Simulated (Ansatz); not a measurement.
# Meshes and cutoff for the phonons of Zr (Im-3m, 1 atom in the cell), part 2 of 3

Aim: how dense must the meshes and how high the cutoff be for the phonons of Zr (Im-3m, 1 atom in the cell)?

Ansatz 0.2.0; DFT PBEsol, scalar-relativistic, plane waves, PAW; PAW set soft_1.

So far, highest frequency on the path or at a solved wavevector (cm⁻¹): step 3 (response at finite wavevector) 180; step 4 (q mesh 2×2×2) 180. The relaxed cell has a = 3.521 Å (conventional setting).

This is not the structure that Zr takes at ambient pressure and room temperature (hexagonal, No. 194); it is a model or a phase of other conditions.

## (8) Another k mesh, k-mesh 6×6×6, q mesh 2×2×2

The k mesh is changed to 6×6×6 on a small fixed q mesh, to find the coarsest that serves.

Input file input.yaml:

```yaml
crystal:
  lattice:
    - [-1.7605290631, 1.7605290631, 1.7605290631]
    - [1.7605290631, -1.7605290631, 1.7605290631]
    - [1.7605290631, 1.7605290631, -1.7605290631]
  atoms:
    - { symbol: Zr, position: [0.0, 0.0, 0.0] }
kpoints:
  mp_grid: { grid: [6, 6, 6] }
hamiltonian:
  xc: pbesol
  pseudopotentials: { kind: paw, azcp: { folder: soft_1 }, xc_functional: pbe }
scf:
  occupations: { method: methfessel_paxton, width: 0.2 }
output:
  eigenvalues: true
phonons:
  method: dfpt
  qmesh: [2, 2, 2]
  temperatures: { t_max: 1000, t_step: 50 }
  qpath:
    path:
      - [[0.0, 0.0, 0.0], [0.5, -0.5, 0.5], [0.0, 0.0, 0.5], [0.0, 0.0, 0.0], [0.25, 0.25, 0.25], [0.5, -0.5, 0.5]]
      - [[0.25, 0.25, 0.25], [0.0, 0.0, 0.5]]
    npoints: 10
```

Launch:

```console
$ ansatz run input.yaml --threads 4 --pin off --max-ram 10240MiB --backend cpu --events-out ev --progress --plain --runs-dir out
```

Numbers of over 12 decimals in the logs are rounded to 6 here.

The log of the run:

```text
[...]
Crystal: 1 atoms, lattice volume = 21.827 Å³
Basis set: ecut = 420 eV, 429 PW (Γ), exchange–correlation on 48×48×48 points (8 copies of the dense FFT grid, shifted against one another)
Bands: 10, of which v1, the nominal top of the filled ones, is band 6 counted from 1 (5 counted from 0)
Symmetry: 48 space group operations
k-points: 16 of 216
[...]
SCF iter   1: F=—  HF=-4128.665293 eV  |F-HF|=—  |Δ(HF+E_count)|=         —  Δρ=2.39e-2  dr2=1.75e-1  ethr=3.10e-3  ⟨swp⟩=5.0  Hψ=897  notcnv=0
[...]
SCF iter   7: F=-4128.593222 eV  HF=-4128.593222 eV  |F-HF|=0.00e0  |Δ(HF+E_count)|=  3.91e-11  S|Δr|=    0.00e0  Δρ=8.03e-8  dr2=3.23e-13  ethr=1.00e-12  ⟨swp⟩=5.5  Hψ=605  notcnv=0
SCF 1 converged in 7 iterations: F = -4128.593222 eV  dr2 = 3.23e-13
[...]
SCF converged after 7 iterations
[...]
Free energy (F): -4128.593222 eV
[...]
Internal energy: -4128.592911 eV  (E = F + TS)
E sigma→0 (E₀):  -4128.593144 eV
Entropy (-TS):   -0.000311 eV (-0.311 meV/atom)
Fermi energy:    14.640155 eV
[...]
--- Band table (eV; the first three rows and the last of 16) ---
[...]
ASR residual: 5.376e-5 → 0.000e0 eV/Å²; symmetrization residual: 3.032e-13 eV/Å²
  ASR residual per site (eV/Å²): 5.38e-5
  Γ frequencies (cm⁻¹): 0.00 0.00 0.00
--- Phonons (arbitrary-q DFPT): 3 irreducible q on the 2×2×2 mesh ---
[...]
interpolated dispersion: 62 rows × 3 modes
[...]
```

Wall time 2.9 s (4 threads of Arm Neoverse N1, shared host); peak memory 0.36 GiB; 9.1 s of CPU time.

The run finished; it serves as a test, and its numbers are not taken as the result.

## (9) Another k mesh, k-mesh 8×8×8, q mesh 2×2×2

The k mesh is changed to 8×8×8 on a small fixed q mesh, to find the coarsest that serves.

input.yaml: that of step 8 with these lines changed.

```diff
@@ -8,3 +8,3 @@
 kpoints:
-  mp_grid: { grid: [6, 6, 6] }
+  mp_grid: { grid: [8, 8, 8] }
 hamiltonian:
```

The log of the run:

```text
[...]
Crystal: 1 atoms, lattice volume = 21.827 Å³
Basis set: ecut = 420 eV, 429 PW (Γ), exchange–correlation on 48×48×48 points (8 copies of the dense FFT grid, shifted against one another)
Bands: 10, of which v1, the nominal top of the filled ones, is band 6 counted from 1 (5 counted from 0)
Symmetry: 48 space group operations
k-points: 29 of 512
[...]
SCF iter   1: F=—  HF=-4128.654578 eV  |F-HF|=—  |Δ(HF+E_count)|=         —  Δρ=2.42e-2  dr2=1.77e-1  ethr=3.10e-3  ⟨swp⟩=5.0  Hψ=1611  notcnv=0
[...]
SCF iter   7: F=-4128.583187 eV  HF=-4128.583187 eV  |F-HF|=1.82e-12  |Δ(HF+E_count)|=  9.09e-13  S|Δr|=    0.00e0  Δρ=7.72e-8  dr2=4.38e-13  ethr=1.00e-12  ⟨swp⟩=5.5  Hψ=1099  notcnv=0
SCF 1 converged in 7 iterations: F = -4128.583187 eV  dr2 = 4.38e-13
[...]
SCF converged after 7 iterations
[...]
Free energy (F): -4128.583187 eV
[...]
Internal energy: -4128.579333 eV  (E = F + TS)
E sigma→0 (E₀):  -4128.582223 eV
Entropy (-TS):   -0.003853 eV (-3.853 meV/atom)
Fermi energy:    14.636484 eV
[...]
--- Band table (eV; the first three rows and the last of 29) ---
[...]
ASR residual: 7.634e-5 → 0.000e0 eV/Å²; symmetrization residual: 3.411e-13 eV/Å²
  ASR residual per site (eV/Å²): 7.63e-5
  Γ frequencies (cm⁻¹): 0.00 0.00 0.00
--- Phonons (arbitrary-q DFPT): 3 irreducible q on the 2×2×2 mesh ---
[...]
interpolated dispersion: 62 rows × 3 modes
[...]
```

Elapsed: 4.7 s, on 4 threads; peak memory 0.42 GiB; 16 s of CPU time.

The run finished; it serves as a test, and its numbers are not taken as the result.

## (10) Another k mesh, k-mesh 12×12×12, q mesh 2×2×2

The k mesh is changed to 12×12×12 on a small fixed q mesh, to find the coarsest that serves.

input.yaml: that of step 9 with these lines changed.

```diff
@@ -8,3 +8,3 @@
 kpoints:
-  mp_grid: { grid: [8, 8, 8] }
+  mp_grid: { grid: [12, 12, 12] }
 hamiltonian:
```

The log of the run:

```text
[...]
Crystal: 1 atoms, lattice volume = 21.827 Å³
Basis set: ecut = 420 eV, 429 PW (Γ), exchange–correlation on 48×48×48 points (8 copies of the dense FFT grid, shifted against one another)
Bands: 10, of which v1, the nominal top of the filled ones, is band 6 counted from 1 (5 counted from 0)
Symmetry: 48 space group operations
k-points: 72 of 1728
[...]
E sigma→0 (E₀):  -4128.593801 eV
Entropy (-TS):   0.001745 eV (1.745 meV/atom)
Fermi energy:    14.592286 eV
[...]
--- Band table (eV; the first three rows and the last of 72) ---
[...]
ASR residual: 7.658e-5 → 0.000e0 eV/Å²; symmetrization residual: 2.653e-13 eV/Å²
  ASR residual per site (eV/Å²): 7.66e-5
  Γ frequencies (cm⁻¹): 0.00 0.00 0.00
--- Phonons (arbitrary-q DFPT): 3 irreducible q on the 2×2×2 mesh ---
[...]
interpolated dispersion: 62 rows × 3 modes
[...]
[key lines of the parts left out:]
SCF converged after 7 iterations
Free energy (F): -4128.593365 eV
```

Run time: 11 s. Hardware: 4 threads; peak memory 0.52 GiB.

Frequencies (cm⁻¹) solved at each irreducible wavevector; negative means imaginary. Frequencies by wavevector, by row:

```
q in reciprocal lattice units  star  mode 1  mode 2  mode 3
                        0 0 0     1       0       0       0
                     0 0 -0.5     6   -75.9   105.8   120.9
               -0.5 -0.5 -0.5     1   174.2   174.2   174.2
```

Against step 4 (now k-mesh 12×12×12), the highest frequency on the path or at a solved wavevector goes from 180 to 174 cm⁻¹ (-3 %) and the lowest mode on the q mesh (acoustic modes at Γ apart) goes from -74.9 cm⁻¹ to -75.9 cm⁻¹.

## (11) Another k mesh, q mesh 2×2×2

The k mesh is changed to 16×16×16 on a small fixed q mesh, to find the coarsest that serves.

input.yaml: that of step 10 with these lines changed.

```diff
@@ -8,3 +8,3 @@
 kpoints:
-  mp_grid: { grid: [12, 12, 12] }
+  mp_grid: { grid: [16, 16, 16] }
 hamiltonian:
```

The log of the run:

```text
[...]
Crystal: 1 atoms, lattice volume = 21.827 Å³
Basis set: ecut = 420 eV, 429 PW (Γ), exchange–correlation on 48×48×48 points (8 copies of the dense FFT grid, shifted against one another)
Bands: 10, of which v1, the nominal top of the filled ones, is band 6 counted from 1 (5 counted from 0)
Symmetry: 48 space group operations
k-points: 145 of 4096
[...]
E sigma→0 (E₀):  -4128.593071 eV
Entropy (-TS):   -0.000479 eV (-0.479 meV/atom)
Fermi energy:    14.610669 eV
[...]
--- Band table (eV; the first three rows and the last of 145) ---
[...]
ASR residual: 8.048e-5 → 0.000e0 eV/Å²; symmetrization residual: 2.538e-13 eV/Å²
  ASR residual per site (eV/Å²): 8.05e-5
  Γ frequencies (cm⁻¹): 0.00 0.00 0.00
--- Phonons (arbitrary-q DFPT): 3 irreducible q on the 2×2×2 mesh ---
[...]
interpolated dispersion: 62 rows × 3 modes
[...]
[key lines of the parts left out:]
SCF converged after 7 iterations
Free energy (F): -4128.593191 eV
```

Wall time 24 s (4 threads); peak memory 0.8 GiB; 89 s of CPU time.

## (12) Another k mesh, k-mesh 24×24×24, q mesh 2×2×2

The k mesh is changed to 24×24×24 on a small fixed q mesh, to find the coarsest that serves.

input.yaml: that of step 11 with these lines changed.

```diff
@@ -8,3 +8,3 @@
 kpoints:
-  mp_grid: { grid: [16, 16, 16] }
+  mp_grid: { grid: [24, 24, 24] }
 hamiltonian:
```

The log of the run:

```text
[...]
Crystal: 1 atoms, lattice volume = 21.827 Å³
Basis set: ecut = 420 eV, 429 PW (Γ), exchange–correlation on 48×48×48 points (8 copies of the dense FFT grid, shifted against one another)
Bands: 10, of which v1, the nominal top of the filled ones, is band 6 counted from 1 (5 counted from 0)
Symmetry: 48 space group operations
k-points: 413 of 13824
[...]
E sigma→0 (E₀):  -4128.593973 eV
Entropy (-TS):   0.001359 eV (1.359 meV/atom)
Fermi energy:    14.615691 eV
[...]
--- Band table (eV; the first three rows and the last of 413) ---
[...]
ASR residual: 8.303e-5 → 0.000e0 eV/Å²; symmetrization residual: 7.579e-14 eV/Å²
  ASR residual per site (eV/Å²): 8.30e-5
  Γ frequencies (cm⁻¹): 0.00 0.00 0.00
--- Phonons (arbitrary-q DFPT): 3 irreducible q on the 2×2×2 mesh ---
[...]
interpolated dispersion: 62 rows × 3 modes
[...]
[key lines of the parts left out:]
SCF converged after 7 iterations
Free energy (F): -4128.593633 eV
```

It took 74 s on 4 threads; peak memory 1.9 GiB.

Against step 4 (now k-mesh 24×24×24), the highest frequency on the path or at a solved wavevector goes from 180 cm⁻¹ to 177 cm⁻¹.

## (13) Comparing the runs

Times are for 4 threads of Arm Neoverse N1, shared host. Results by setting:

```
no.    k-mesh  lowest mode on the q mesh (acoustic modes at Γ apart) (cm⁻¹)  highest frequency on the path or at a solved wavevector (cm⁻¹)  time  memory (GiB)
  1  12×12×12                                                        -75.92                                                           174.2  11 s          0.52
  2  16×16×16                                                        -74.89                                                           179.5  24 s           0.8
  3  24×24×24                                                        -74.54                                                           177.3  74 s           1.9
```

The runs together. Table of phonon density of states by wavenumber; read off at these points; values in 1/cm⁻¹/cell:

| wavenumber (cm⁻¹) | 12×12×12 | 16×16×16 | 24×24×24 |
| --- | --- | --- | --- |
| -70.0 | 0.00628 | 0.00705 | 0.00639 |
| -60.0 | 0.0102 | 0.0120 | 0.0112 |
| -50.0 | 0.0138 | 0.0186 | 0.0181 |
| -45.0 | 0.0180 | 0.0138 | 0.0155 |
| -40.0 | 0.0141 | 0.0112 | 0.0119 |
| -30.0 | 0.00752 | 0.00664 | 0.00688 |
| -20.0 | 0.00440 | 0.00400 | 0.00410 |
| -10.0 | 0.00268 | 0.0023 | 0.00245 |
| 0.0 | 0.00203 | 0.00196 | 0.00195 |
| 10.0 | 0.00207 | 0.00219 | 0.00211 |
| 20.0 | 0.00257 | 0.00315 | 0.0029 |
| 30.0 | 0.00419 | 0.00477 | 0.00468 |
| 40.0 | 0.00609 | 0.00705 | 0.00696 |
| 50.0 | 0.00835 | 0.00944 | 0.00934 |
| 60.0 | 0.0108 | 0.0119 | 0.0117 |
| 70.0 | 0.0134 | 0.0147 | 0.0145 |
| 80.0 | 0.0165 | 0.0183 | 0.0180 |
| 90.0 | 0.0207 | 0.0237 | 0.0230 |
| 100.0 | 0.0274 | 0.0381 | 0.0353 |
| 103.0 | 0.0308 | 0.0376 | 0.0388 |
| 110.0 | 0.0387 | 0.0328 | 0.0340 |
| 120.0 | 0.0321 | 0.0215 | 0.0230 |
| 130.0 | 0.0201 | 0.0164 | 0.0171 |
| 140.0 | 0.0149 | 0.0131 | 0.0134 |
| 150.0 | 0.0111 | 0.0103 | 0.0104 |
| 160.0 | 0.00775 | 0.00775 | 0.00762 |
| 170.0 | 0.00377 | 0.00502 | 0.00454 |

## (14) Another cutoff, cutoff 170 eV, q mesh 2×2×2

The cutoff is set to 170 eV on a small fixed q mesh.

input.yaml: that of step 12 with these lines changed.

```diff
@@ -8,3 +8,3 @@
 kpoints:
-  mp_grid: { grid: [24, 24, 24] }
+  mp_grid: { grid: [16, 16, 16] }
 hamiltonian:
@@ -25 +25,3 @@
     npoints: 10
+basis:
+  ecutwfc: 170
```

The log of the run:

```text
Warning: basis.ecutwfc = 170 eV is below the records' recommended 420 eV, and the density's cutoff is lower with it unless basis.ecutrho_ratio is high enough to keep the records' density cutoff: compare with a run at a higher cutoff
[...]
Crystal: 1 atoms, lattice volume = 21.827 Å³
Basis set: ecut = 170 eV, 135 PW (Γ), exchange–correlation on 30×30×30 points (8 copies of the dense FFT grid, shifted against one another)
Bands: 10, of which v1, the nominal top of the filled ones, is band 6 counted from 1 (5 counted from 0)
Symmetry: 48 space group operations
k-points: 145 of 4096
[...]
SCF iter   1: F=—  HF=-4126.171971 eV  |F-HF|=—  |Δ(HF+E_count)|=         —  Δρ=6.57e-2  dr2=7.78e-1  ethr=3.10e-3  ⟨swp⟩=4.6  Hψ=7478  notcnv=0
[...]
SCF iter   7: F=-4125.771264 eV  HF=-4125.771264 eV  |F-HF|=9.09e-13  |Δ(HF+E_count)|=  2.04e-10  S|Δr|=    0.00e0  Δρ=8.06e-8  dr2=5.27e-13  ethr=1.00e-12  ⟨swp⟩=3.1  Hψ=5801  notcnv=0
the search or the solves at the SCF's close seem to have found levels that the self-consistency loop had missed (the run counts 1). By its estimate they hold under 1e-12 electrons; where the run keeps them, the occupations were computed again with them
SCF 1 converged in 7 iterations: F = -4125.771264 eV  dr2 = 5.27e-13
[...]
SCF converged after 7 iterations
[...]
Free energy (F): -4125.771264 eV
[...]
Internal energy: -4125.770355 eV  (E = F + TS)
E sigma→0 (E₀):  -4125.771036 eV
Entropy (-TS):   -0.000909 eV (-0.909 meV/atom)
Fermi energy:    14.818597 eV
[...]
--- Band table (eV; the first three rows and the last of 145) ---
[...]
ASR residual: 1.418e-5 → 0.000e0 eV/Å²; symmetrization residual: 9.474e-15 eV/Å²
  ASR residual per site (eV/Å²): 1.42e-5
  Γ frequencies (cm⁻¹): 0.00 0.00 0.00
--- Phonons (arbitrary-q DFPT): 3 irreducible q on the 2×2×2 mesh ---
[...]
interpolated dispersion: 62 rows × 3 modes
[...]
zero-point energy: 0.015324 eV/cell   skipped modes (ω ≤ 0): 3   left out of the sums: 5.69e-5 of the cell's modes: C_V's classical limit lies that fraction below 3 k_B per atom; for a crystal, a wire or a layer, F and S can be off by more, and a phonons.interpolated_qmesh denser along its periods is the remedy for the sampling
```

Wall time 8.6 s (4 threads); peak memory 0.53 GiB.

The run finished; it serves as a test, and its numbers are not taken as the result.

## (15) Another cutoff, cutoff 230 eV, q mesh 2×2×2

The cutoff is set to 230 eV on a small fixed q mesh.

input.yaml: that of step 14 with these lines changed.

```diff
@@ -26,2 +26,2 @@
 basis:
-  ecutwfc: 170
+  ecutwfc: 230
```

The log of the run:

```text
[...]
Crystal: 1 atoms, lattice volume = 21.827 Å³
Basis set: ecut = 230 eV, 177 PW (Γ), exchange–correlation on 32×32×32 points (8 copies of the dense FFT grid, shifted against one another)
Bands: 10, of which v1, the nominal top of the filled ones, is band 6 counted from 1 (5 counted from 0)
Symmetry: 48 space group operations
k-points: 145 of 4096
[...]
SCF iter   1: F=—  HF=-4128.428800 eV  |F-HF|=—  |Δ(HF+E_count)|=         —  Δρ=2.86e-2  dr2=2.21e-1  ethr=3.10e-3  ⟨swp⟩=5.0  Hψ=8000  notcnv=0
[...]
SCF iter   7: F=-4128.332939 eV  HF=-4128.332939 eV  |F-HF|=1.82e-12  |Δ(HF+E_count)|=  3.09e-11  S|Δr|=    0.00e0  Δρ=7.35e-8  dr2=7.86e-13  ethr=1.00e-12  ⟨swp⟩=3.2  Hψ=5936  notcnv=0
SCF 1 converged in 7 iterations: F = -4128.332939 eV  dr2 = 7.86e-13
[...]
SCF converged after 7 iterations
[...]
Free energy (F): -4128.332939 eV
[...]
Internal energy: -4128.332748 eV  (E = F + TS)
E sigma→0 (E₀):  -4128.332891 eV
Entropy (-TS):   -0.000191 eV (-0.191 meV/atom)
Fermi energy:    14.635488 eV
[...]
--- Band table (eV; the first three rows and the last of 145) ---
[...]
ASR residual: 3.494e-6 → 0.000e0 eV/Å²; symmetrization residual: 3.380e-14 eV/Å²
  ASR residual per site (eV/Å²): 3.49e-6
  Γ frequencies (cm⁻¹): 0.00 0.00 0.00
--- Phonons (arbitrary-q DFPT): 3 irreducible q on the 2×2×2 mesh ---
[...]
interpolated dispersion: 62 rows × 3 modes
[...]
```

The job ended after 11 s (4 threads; peak memory 0.57 GiB; 38 s of CPU time).

The run finished; it serves as a test, and its numbers are not taken as the result.

(Continued in part 3 of 3.)

[Logs are printed without paths, hosts, clocks, repeated set-up lines and the standing remarks that a program may print on its own settings, such as how far it seeks lower states.]

[Hosts, paths, dates, database ids (printed as entryN), source tags and the programs' standing remarks are cut or masked in the printed files.]
